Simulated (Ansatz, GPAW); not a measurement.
**Work function of a 9-layer slab of Ta(100) at several levels**

Wanted: work functions and dipole of a 9-layer slab of Ta(100), with the cost of each level.

Calculated with GPAW 26.7.0 and Ansatz 0.2.0; Ansatz plane waves; slab in vacuum with a dipole correction, relaxation, in the first sound run; inputs show where later runs differ.

Report form: the programs' logs are mostly left out.

### Step 1. The starting structure

The cell holds 9 atoms: 9 Ta. Cell: a = 3.310 Å, b = 3.310 Å, c = 27.240 Å, α = 90.0°, β = 90.0°, γ = 90.0°. Vacuum lies along c.

### Step 2. Relaxing the atoms

Forces are removed first; all later runs use this geometry. The lowest 4 atoms are held at bulk positions and keep their forces.

File input.yaml:

```yaml
crystal:
  lattice:
    - [3.31, 0.0, 0.0]
    - [0.0, 3.31, 0.0]
    - [0.0, 0.0, 27.24]
  atoms:
    - { symbol: Ta, position: [0.0, 0.0, 0.2569750367] }
    - { symbol: Ta, position: [0.5, 0.5, 0.3177312775] }
    - { symbol: Ta, position: [0.0, 0.0, 0.3784875184] }
    - { symbol: Ta, position: [0.5, 0.5, 0.4392437592] }
    - { symbol: Ta, position: [0.0, 0.0, 0.5] }
    - { symbol: Ta, position: [0.5, 0.5, 0.5607562408] }
    - { symbol: Ta, position: [0.0, 0.0, 0.6215124816] }
    - { symbol: Ta, position: [0.5, 0.5, 0.6822687225] }
    - { symbol: Ta, position: [0.0, 0.0, 0.7430249633] }
kpoints:
  mp_grid: { grid: [10, 10, 1] }
hamiltonian:
  xc: pbe
scf:
  occupations: { method: fermi_dirac, width: 0.1 }
efield:
  axis: 3
  dipole_correction: true
  ramp_width: 0.05
relax:
  f_tol: 0.02
  max_steps: 60
  constraints: [{ sites: [0, 1, 2, 3] }]
output:
  write_potential: true
  write_density: true
  volumetric_format: npy
```

Launch:

```bash
> ansatz run input.yaml --threads 4 --pin off --max-ram 8192MiB --backend cpu --events-out ev --progress --plain --runs-dir out
```

Elapsed: 40 s, on 4 threads of Arm Neoverse V2, shared host; peak memory 0.87 GiB.

Step by step:

| step | energy less that of the first step (eV) | largest force component (eV/Å) |
| --- | --- | --- |
| 1 | 0.0000 | 1.2690 |
| 2 | -0.0036 | 1.6343 |
| 3 | -0.1432 | 0.1410 |
| 4 | -0.1445 | 0.0417 |
| 5 | -0.1448 | 0.0007 |

The run keeps the 8 symmetry operations that it works with, so distortions that break them were not tested.

The atoms that moved most (Å):

| atom | dx | dy | dz | length |
| --- | --- | --- | --- | --- |
| Ta9 | 0.000 | 0.000 | -0.135 | 0.135 |
| Ta8 | 0.000 | 0.000 | 0.062 | 0.062 |
| Ta7 | 0.000 | 0.000 | 0.056 | 0.056 |
| Ta5 | 0.000 | 0.000 | 0.012 | 0.012 |

This step gave:

```
free energy             : -89386.8543 eV
smearing term TS        : 0.3171 eV
symmetry operations     : 8
upper work function     : 3.802 eV
lower work function     : 3.994 eV
dipole along the normal : 0.01164 e·Å
dipole field            : 0.007059 V/Å
vacuum level above      : 12.38 eV
vacuum level below      : 12.57 eV
```

The electrostatic potential energy of an electron (with the applied field's), less the Fermi level, planar mean oscillates, so the rows of the table below give means over windows of 1.7 Å about each position, cut where the curve ends. Its maxima inside the range that stand out by 2 % of the span (Å: eV): 7.8: -7.21, 9.5: -7.15, 11.2: -7.17, 12.8: -6.88, 14.5: -7.15, 16.2: -6.43, 17.9: -7.13, 19.3: -10.0. Its minima: 7.0: -13.5, 8.7: -13.2, 10.4: -13.1, 11.9: -13.0, 13.6: -13.0, 15.3: -13.0, 17.0: -13.2, 18.7: -13.3, 20.0: -13.7.

Table of electrostatic potential energy of an electron (with the applied field's), less the Fermi level, planar mean by z; means over each step:

| z (Å) | electrostatic potential energy of an electron (with the applied field's), less the Fermi level, planar mean (eV) |
| --- | --- |
| 0.85 | 3.97 |
| 2.55 | 3.99 |
| 4.25 | 3.78 |
| 5.95 | -2.18 |
| 7.65 | -10.3 |
| 9.35 | -10.1 |
| 11.05 | -10.1 |
| 12.75 | -9.92 |
| 14.45 | -10.1 |
| 16.15 | -9.62 |
| 17.85 | -10.1 |
| 19.55 | -11.9 |
| 21.25 | -1.32 |
| 22.95 | 3.64 |
| 24.65 | 3.80 |
| 26.35 | 3.81 |

The valence density, planar mean oscillates, so the rows of the table below give means over windows of 1.7 Å about each position, cut where the curve ends. Its maxima inside the range that stand out by 2 % of the span (Å: e/Å³): 7.1: 0.897, 8.7: 0.916, 10.4: 0.918, 11.9: 0.918, 13.6: 0.920, 15.3: 0.915, 17.0: 0.915, 18.7: 0.940, 20.0: 0.921. Its minima: 7.8: 0.455, 9.5: 0.446, 11.2: 0.456, 12.8: 0.437, 14.5: 0.452, 16.2: 0.411, 17.9: 0.450, 19.4: 0.620.

Table of valence density, planar mean by z; means over each step:

| z (Å) | valence density, planar mean (e/Å³) |
| --- | --- |
| 0.85 | 4.0e-6 |
| 2.55 | 1.5e-4 |
| 4.25 | 0.00510 |
| 5.95 | 0.243 |
| 7.65 | 0.717 |
| 9.35 | 0.721 |
| 11.05 | 0.722 |
| 12.75 | 0.716 |
| 14.45 | 0.726 |
| 16.15 | 0.695 |
| 17.85 | 0.723 |
| 19.55 | 0.809 |
| 21.25 | 0.201 |
| 22.95 | 0.00389 |
| 24.65 | 1.1e-4 |
| 26.35 | 3.3e-6 |

The relaxation lowered the energy of the cell by 0.145 eV.

### Step 3. Plane waves, PBE

With the geometry fixed, the planar mean of the potential gives the vacuum level on each side.

This step: GPAW, PAW setups; slab in vacuum (GPAW 26.7.0).

File run.py:

```python
import json
import numpy as np
from ase import Atoms
from gpaw import GPAW, PW

slab = Atoms(
    ['Ta', 'Ta', 'Ta', 'Ta', 'Ta', 'Ta', 'Ta', 'Ta', 'Ta'],
    positions=[
        [0.00000, 0.00000, 7.00000],
        [1.65500, 1.65500, 8.65500],
        [0.00000, 0.00000, 10.31000],
        [1.65500, 1.65500, 11.96500],
        [0.00000, 0.00000, 13.63186],
        [1.65500, 1.65500, 15.27681],
        [0.00000, 0.00000, 16.98626],
        [1.65500, 1.65500, 18.64721],
        [-0.00000, 0.00000, 20.10541]],
    cell=[[3.31, 0.0, 0.0], [0.0, 3.31, 0.0], [0.0, 0.0, 27.24]],
    pbc=[True, True, False])

slab.calc = GPAW(mode=PW(400), xc='PBE', kpts={'size': (10, 10, 1), 'gamma': True},
                 occupations={'name': 'fermi-dirac', 'width': 0.1}, nbands='160%',
                 convergence={'density': 1e-05}, maxiter=200,
                 poissonsolver={'dipolelayer': 'xy'},
                 symmetry={'tolerance': 1e-3}, txt='slab.txt')
result = {}
energy = slab.get_potential_energy()
fermi = slab.calc.get_fermi_level()
v = slab.calc.get_electrostatic_potential().mean((0, 1)) - fermi
n = slab.calc.get_pseudo_density().mean((0, 1))
L = slab.cell[2, 2]
z = np.arange(len(v)) * L / len(v)
low, high = slab.positions[:, 2].min(), slab.positions[:, 2].max()
below, above = np.interp([low - 4.8, high + 4.8], z, v)
slopes = [np.interp(x, z, np.gradient(v, z)) for x in (low - 4.8, high + 4.8)]
eps = np.array([[slab.calc.get_eigenvalues(k, s) for k in range(len(slab.calc.get_ibz_k_points()))]
                for s in range(slab.calc.get_number_of_spins())]) - fermi
top, bottom = eps[eps < 0].max(), eps[eps > 0].min()
dipole = slab.get_dipole_moment()[2]
print(f'energy {energy:.4f} eV, Fermi level {fermi:.4f} eV, dipole {dipole:.5f} e A')
print(f'potential 4.8 A off the faces, from the Fermi level: lower {below:.4f} eV, upper {above:.4f} eV')
print(f'slope of the potential there: lower {slopes[0]:.5f}, upper {slopes[1]:.5f} eV/A')
print(f'nearest levels on the mesh: {top:.4f} and {bottom:.4f} eV')
print('magnetic moment', round(slab.get_magnetic_moment(), 3))
result.update(energy=energy, fermi=fermi, dipole=dipole, below=below, above=above, slopes=slopes, edges=[top, bottom],
              z=z.tolist(), v=v.tolist(), n=n.tolist(), positions=slab.positions.tolist(),
              forces=slab.get_forces(apply_constraint=False).tolist(), moments=slab.get_magnetic_moments().tolist())
json.dump(result, open('result.json', 'w'))
```

Launch:

```bash
> OMP_NUM_THREADS=1 OPENBLAS_NUM_THREADS=1 python run.py
```

Wall time 7.3 min (1 thread); peak memory 0.4 GiB.

This step gave:

```
dipole along the normal                    : 0.01140 e·Å
levels nearest the Fermi level on the mesh : -4.25e-4, 0.01489 eV from the Fermi level
upper work function                        : 3.800 eV
lower work function                        : 3.992 eV
```

The electrostatic potential energy of an electron (without an applied field's), less the Fermi level, planar mean oscillates, so the rows of the table below give means over windows of 1.62 Å about each position, cut where the curve ends. Its maxima inside the range that stand out by 2 % of the span (Å: eV): 7.9: -6.97, 9.5: -6.88, 11.1: -6.79, 12.8: -6.63, 14.5: -6.90, 16.1: -6.10, 17.8: -6.80, 19.3: -9.96. Its minima: 7.0: -17.6, 8.6: -17.2, 10.3: -17.1, 12.0: -17.1, 13.6: -17.1, 15.2: -17.1, 17.0: -17.2, 18.7: -17.4, 20.1: -17.8.

The electrostatic potential energy of an electron (without an applied field's), less the Fermi level, planar mean by z; means over each step:

z (Å), electrostatic potential energy of an electron (without an applied field's), less the Fermi level, planar mean (eV) and a bar from the least value:
```
     0.81        4.0 ##############################
     2.43        4.0 ##############################
     4.05        3.9 ##############################
     5.67        0.2 #######################
     7.29      -12.0 #
     8.91      -11.9 #
    10.53      -11.8 #
    12.15      -11.8 #
    13.77      -11.8 #
    15.39      -11.7 ##
    17.01      -11.8 #
    18.63      -12.6 
    20.25      -11.6 ##
    21.87        2.3 ###########################
    23.49        3.8 ##############################
    25.11        3.8 ##############################
    26.73        3.8 ##############################
```

The pseudo valence density, planar mean oscillates, so the rows of the table below give means over windows of 1.73 Å about each position, cut where the curve ends. Its maxima inside the range that stand out by 2 % of the span (Å: e/Å³): 6.9: 1.07, 8.6: 1.12, 10.4: 1.10, 11.9: 1.10, 13.6: 1.12, 15.3: 1.10, 17.1: 1.08, 18.6: 1.13, 20.1: 1.12. Its minima: 7.8: 0.419, 9.5: 0.410, 11.2: 0.422, 12.8: 0.404, 14.5: 0.414, 16.2: 0.390, 17.7: 0.413, 19.5: 0.534.

Pseudo valence density, planar mean against z; means over each step:

| z (Å) | pseudo valence density, planar mean (e/Å³) |
| --- | --- |
| 0.86 | 4.2e-6 |
| 2.59 | 1.7e-4 |
| 4.32 | 0.00607 |
| 6.05 | 0.291 |
| 7.78 | 0.730 |
| 9.51 | 0.732 |
| 11.24 | 0.731 |
| 12.97 | 0.723 |
| 14.70 | 0.728 |
| 16.43 | 0.698 |
| 18.16 | 0.728 |
| 19.89 | 0.735 |
| 21.62 | 0.0708 |
| 23.35 | 0.00170 |
| 25.08 | 4.5e-5 |

Force by atom:

| atom | x (eV/Å) | y (eV/Å) | z (eV/Å) | size |
| --- | --- | --- | --- | --- |
| Ta1 | 0.00 | 0.00 | 1.24 | 1.24 |
| Ta2 | 0.00 | 0.00 | -1.18 | 1.18 |
| Ta3 | 0.00 | 0.00 | -0.42 | 0.42 |
| Ta4 | 0.00 | 0.00 | 0.34 | 0.34 |
| Ta5 | 0.00 | 0.00 | 0.00 | 0.00 |
| Ta6 | 0.00 | 0.00 | 0.01 | 0.01 |
| Ta7 | 0.00 | 0.00 | -0.01 | 0.01 |
| Ta8 | 0.00 | 0.00 | -0.02 | 0.02 |
| Ta9 | 0.00 | 0.00 | 0.04 | 0.04 |

The potential is flat to 0.004 eV/Å where it is read, so the vacuum is wide enough. The geometry is the other program's minimum; here the largest force on a free atom is 0.043 eV/Å.

### Step 4. OptPBE vdW: xc = "optPBE-vdW"

The same geometry under optPBE-vdW, to see how far the functional moves the levels against the vacuum (the van der Waals functionals take revPBE setups).

Changes to run.py since step 3:

```diff
@@ -20,3 +20,3 @@
 
-slab.calc = GPAW(mode=PW(400), xc='PBE', kpts={'size': (10, 10, 1), 'gamma': True},
+slab.calc = GPAW(mode=PW(400), xc='optPBE-vdW', kpts={'size': (10, 10, 1), 'gamma': True},
                  occupations={'name': 'fermi-dirac', 'width': 0.1}, nbands='160%',
```

Run time: 9.3 min. Hardware: 1 thread; peak memory 0.56 GiB.

This step gave:

| Item | Value |
| --- | --- |
| dipole along the normal | 0.009783 e·Å |
| levels nearest the Fermi level on the mesh | -0.01767, 0.02713 eV from the Fermi level |
| upper work function | 4.026 eV |
| lower work function | 4.191 eV |

The electrostatic potential energy of an electron (without an applied field's), less the Fermi level, planar mean oscillates, so the rows of the table below give means over windows of 1.62 Å about each position, cut where the curve ends. Its maxima inside the range that stand out by 2 % of the span (Å: eV): 7.9: -6.98, 9.5: -6.89, 11.1: -6.81, 12.8: -6.64, 14.5: -6.91, 16.1: -6.12, 17.8: -6.82, 19.3: -9.96. Its minima: 7.0: -17.6, 8.6: -17.3, 10.3: -17.1, 12.0: -17.1, 13.6: -17.0, 15.2: -17.1, 17.0: -17.2, 18.7: -17.4, 20.1: -17.8.

Electrostatic potential energy of an electron (without an applied field's), less the Fermi level, planar mean against z; means over each step:

| z (Å) | electrostatic potential energy of an electron (without an applied field's), less the Fermi level, planar mean (eV) |
| --- | --- |
| 0.81 | 4.18 |
| 2.43 | 4.19 |
| 4.05 | 4.03 |
| 5.67 | 0.300 |
| 7.29 | -12.0 |
| 8.91 | -11.9 |
| 10.53 | -11.8 |
| 12.15 | -11.8 |
| 13.77 | -11.8 |
| 15.39 | -11.7 |
| 17.01 | -11.8 |
| 18.63 | -12.6 |
| 20.25 | -11.5 |
| 21.87 | 2.46 |
| 23.49 | 3.96 |
| 25.11 | 4.03 |
| 26.73 | 4.03 |

The pseudo valence density, planar mean oscillates, so the rows of the table below give means over windows of 1.73 Å about each position, cut where the curve ends. Its maxima inside the range that stand out by 2 % of the span (Å: e/Å³): 6.9: 1.07, 8.6: 1.12, 10.4: 1.10, 11.9: 1.10, 13.6: 1.12, 15.3: 1.10, 17.1: 1.08, 18.6: 1.13, 20.1: 1.12. Its minima: 7.8: 0.418, 9.5: 0.409, 11.2: 0.422, 12.8: 0.403, 14.5: 0.413, 16.2: 0.389, 17.7: 0.413, 19.5: 0.533.

Table of pseudo valence density, planar mean by z; means over each step:

| z (Å) | pseudo valence density, planar mean (e/Å³) |
| --- | --- |
| 0.86 | 7.8e-6 |
| 2.59 | 2.2e-4 |
| 4.32 | 0.00626 |
| 6.05 | 0.290 |
| 7.78 | 0.730 |
| 9.51 | 0.732 |
| 11.24 | 0.731 |
| 12.97 | 0.723 |
| 14.70 | 0.728 |
| 16.43 | 0.698 |
| 18.16 | 0.728 |
| 19.89 | 0.735 |
| 21.62 | 0.0707 |
| 23.35 | 0.00189 |
| 25.08 | 7.1e-5 |

Force by atom:

| atom | x (eV/Å) | y (eV/Å) | z (eV/Å) | size |
| --- | --- | --- | --- | --- |
| Ta1 | 0.00 | 0.00 | 0.98 | 0.98 |
| Ta2 | 0.00 | 0.00 | -1.18 | 1.18 |
| Ta3 | 0.00 | 0.00 | -0.41 | 0.41 |
| Ta4 | 0.00 | 0.00 | 0.34 | 0.34 |
| Ta5 | 0.00 | 0.00 | 0.01 | 0.01 |
| Ta6 | 0.00 | 0.00 | 0.01 | 0.01 |
| Ta7 | 0.00 | 0.00 | -0.04 | 0.04 |
| Ta8 | 0.00 | 0.00 | -0.04 | 0.04 |
| Ta9 | 0.00 | 0.00 | 0.33 | 0.33 |

The upper face's work function is 4.026 eV, against 3.800 eV in the first plane-wave PBE run at this geometry.

### Step 5. Self-consistent run: xc = "LDA"

The same geometry under LDA, to see how far the functional moves the levels against the vacuum.

Changes to run.py since step 4:

```diff
@@ -20,3 +20,3 @@
 
-slab.calc = GPAW(mode=PW(400), xc='optPBE-vdW', kpts={'size': (10, 10, 1), 'gamma': True},
+slab.calc = GPAW(mode=PW(400), xc='LDA', kpts={'size': (10, 10, 1), 'gamma': True},
                  occupations={'name': 'fermi-dirac', 'width': 0.1}, nbands='160%',
```

Wall time 7 min (1 thread); peak memory 0.4 GiB.

Numbers from this step:

| Quantity | Value |
| --- | --- |
| dipole along the normal | 0.01002 e·Å |
| levels nearest the Fermi level on the mesh | -0.01180, 0.01497 eV from the Fermi level |
| upper work function | 4.054 eV |
| lower work function | 4.224 eV |

The electrostatic potential energy of an electron (without an applied field's), less the Fermi level, planar mean oscillates, so the rows of the table below give means over windows of 1.62 Å about each position, cut where the curve ends. Its maxima inside the range that stand out by 2 % of the span (Å: eV): 7.9: -6.60, 9.5: -6.51, 11.1: -6.43, 12.8: -6.25, 14.5: -6.52, 16.1: -5.74, 17.8: -6.43, 19.3: -9.58. Its minima: 7.0: -17.3, 8.6: -16.9, 10.3: -16.8, 12.0: -16.8, 13.6: -16.7, 15.2: -16.7, 17.0: -16.9, 18.7: -17.0, 20.1: -17.5.

The electrostatic potential energy of an electron (without an applied field's), less the Fermi level, planar mean by z; means over each step:

z (Å), electrostatic potential energy of an electron (without an applied field's), less the Fermi level, planar mean (eV) and a bar from the least value:
```
     0.81        4.2 ##############################
     2.43        4.2 ##############################
     4.05        4.1 ##############################
     5.67        0.5 #######################
     7.29      -11.7 #
     8.91      -11.5 #
    10.53      -11.5 #
    12.15      -11.4 #
    13.77      -11.4 #
    15.39      -11.3 ##
    17.01      -11.5 #
    18.63      -12.2 
    20.25      -11.2 ##
    21.87        2.6 ###########################
    23.49        4.0 ##############################
    25.11        4.1 ##############################
    26.73        4.1 ##############################
```

The upper face's work function is 4.054 eV, against 3.800 eV in the first plane-wave PBE run at this geometry.

### Step 6. Self-consistent run: xc = "vdW-DF2"

The same geometry under vdW-DF2, to see how far the functional moves the levels against the vacuum (the van der Waals functionals take revPBE setups).

Changes to run.py since step 5:

```diff
@@ -20,3 +20,3 @@
 
-slab.calc = GPAW(mode=PW(400), xc='LDA', kpts={'size': (10, 10, 1), 'gamma': True},
+slab.calc = GPAW(mode=PW(400), xc='vdW-DF2', kpts={'size': (10, 10, 1), 'gamma': True},
                  occupations={'name': 'fermi-dirac', 'width': 0.1}, nbands='160%',
```

Wall time 19 min (1 thread); peak memory 0.56 GiB.

This step gave:

```
dipole along the normal                    : 0.008176 e·Å
levels nearest the Fermi level on the mesh : -0.03494, 0.005141 eV from the Fermi level
upper work function                        : 4.197 eV
lower work function                        : 4.335 eV
```

The upper face's work function is 4.197 eV, against 3.800 eV in the first plane-wave PBE run at this geometry.

### Step 7. Self-consistent run: xc = "revPBE"

The same geometry under revPBE, to see how far the functional moves the levels against the vacuum.

Changes to run.py since step 6:

```diff
@@ -20,3 +20,3 @@
 
-slab.calc = GPAW(mode=PW(400), xc='vdW-DF2', kpts={'size': (10, 10, 1), 'gamma': True},
+slab.calc = GPAW(mode=PW(400), xc='revPBE', kpts={'size': (10, 10, 1), 'gamma': True},
                  occupations={'name': 'fermi-dirac', 'width': 0.1}, nbands='160%',
```

Wall time 7 min (1 thread); peak memory 0.4 GiB.

Numbers from this step:

| Item | Value |
| --- | --- |
| dipole along the normal | 0.01212 e·Å |
| levels nearest the Fermi level on the mesh | -6.10e-4, 0.006691 eV from the Fermi level |
| upper work function | 3.675 eV |
| lower work function | 3.878 eV |

The electrostatic potential energy of an electron (without an applied field's), less the Fermi level, planar mean oscillates, so the rows of the table below give means over windows of 1.62 Å about each position, cut where the curve ends. Its maxima inside the range that stand out by 2 % of the span (Å: eV): 7.9: -7.05, 9.5: -6.95, 11.1: -6.87, 12.8: -6.70, 14.5: -6.97, 16.1: -6.18, 17.8: -6.87, 19.3: -10.0. Its minima: 7.0: -17.7, 8.6: -17.3, 10.3: -17.1, 12.0: -17.1, 13.6: -17.1, 15.2: -17.1, 17.0: -17.3, 18.7: -17.4, 20.1: -17.8.

Table of electrostatic potential energy of an electron (without an applied field's), less the Fermi level, planar mean by z; means over each step:

| z (Å) | electrostatic potential energy of an electron (without an applied field's), less the Fermi level, planar mean (eV) |
| --- | --- |
| 0.81 | 3.87 |
| 2.43 | 3.88 |
| 4.05 | 3.75 |
| 5.67 | 0.139 |
| 7.29 | -12.1 |
| 8.91 | -12.0 |
| 10.53 | -11.9 |
| 12.15 | -11.8 |
| 13.77 | -11.8 |
| 15.39 | -11.7 |
| 17.01 | -11.9 |
| 18.63 | -12.6 |
| 20.25 | -11.6 |
| 21.87 | 2.24 |
| 23.49 | 3.63 |
| 25.11 | 3.67 |
| 26.73 | 3.68 |

The upper face's work function is 3.675 eV, against 3.800 eV in the first plane-wave PBE run at this geometry.

### Step 8. Self-consistent run: xc = "RPBE"

The same geometry under RPBE, to see how far the functional moves the levels against the vacuum.

Changes to run.py since step 7:

```diff
@@ -20,3 +20,3 @@
 
-slab.calc = GPAW(mode=PW(400), xc='revPBE', kpts={'size': (10, 10, 1), 'gamma': True},
+slab.calc = GPAW(mode=PW(400), xc='RPBE', kpts={'size': (10, 10, 1), 'gamma': True},
                  occupations={'name': 'fermi-dirac', 'width': 0.1}, nbands='160%',
```

Run time: 7.1 min. Hardware: 1 thread; peak memory 0.4 GiB.

Numbers from this step:

* dipole along the normal: 0.01218 e·Å
* levels nearest the Fermi level on the mesh: -0.004615, 0.001558 eV from the Fermi level
* upper work function: 3.658 eV
* lower work function: 3.863 eV

The upper face's work function is 3.658 eV, against 3.800 eV in the first plane-wave PBE run at this geometry.

### Step 9. Real-space grid: mode = "fd"

A real-space grid is a second complete basis, so it checks the plane-wave result.

Changes to run.py since step 8:

```diff
@@ -3,3 +3,3 @@
 from ase import Atoms
-from gpaw import GPAW, PW
+from gpaw import GPAW
 
@@ -20,3 +20,3 @@
 
-slab.calc = GPAW(mode=PW(400), xc='RPBE', kpts={'size': (10, 10, 1), 'gamma': True},
+slab.calc = GPAW(mode='fd', h=0.18, xc='PBE', kpts={'size': (10, 10, 1), 'gamma': True},
                  occupations={'name': 'fermi-dirac', 'width': 0.1}, nbands='160%',
```

It took 48 min on 1 thread; peak memory 2.8 GiB.

This step gave:

```yaml
dipole_along_the_normal: 0.01160 e·Å
levels_nearest_the_fermi_level_on_the_mesh: -6.84e-4, 0.01465 eV from the Fermi level
upper_work_function: 3.799 eV
lower_work_function: 3.990 eV
```

The upper face's work function is 3.799 eV, against 3.800 eV in the first plane-wave PBE run at this geometry.

(Part 1 of 2 ends here.)

[Logs are printed without paths, hosts, clocks, repeated set-up lines and the standing remarks that a program may print on its own settings, such as how far it seeks lower states.]

[Hosts, paths, dates, database ids (printed as entryN), source tags and the programs' standing remarks are cut or masked in the printed files.]
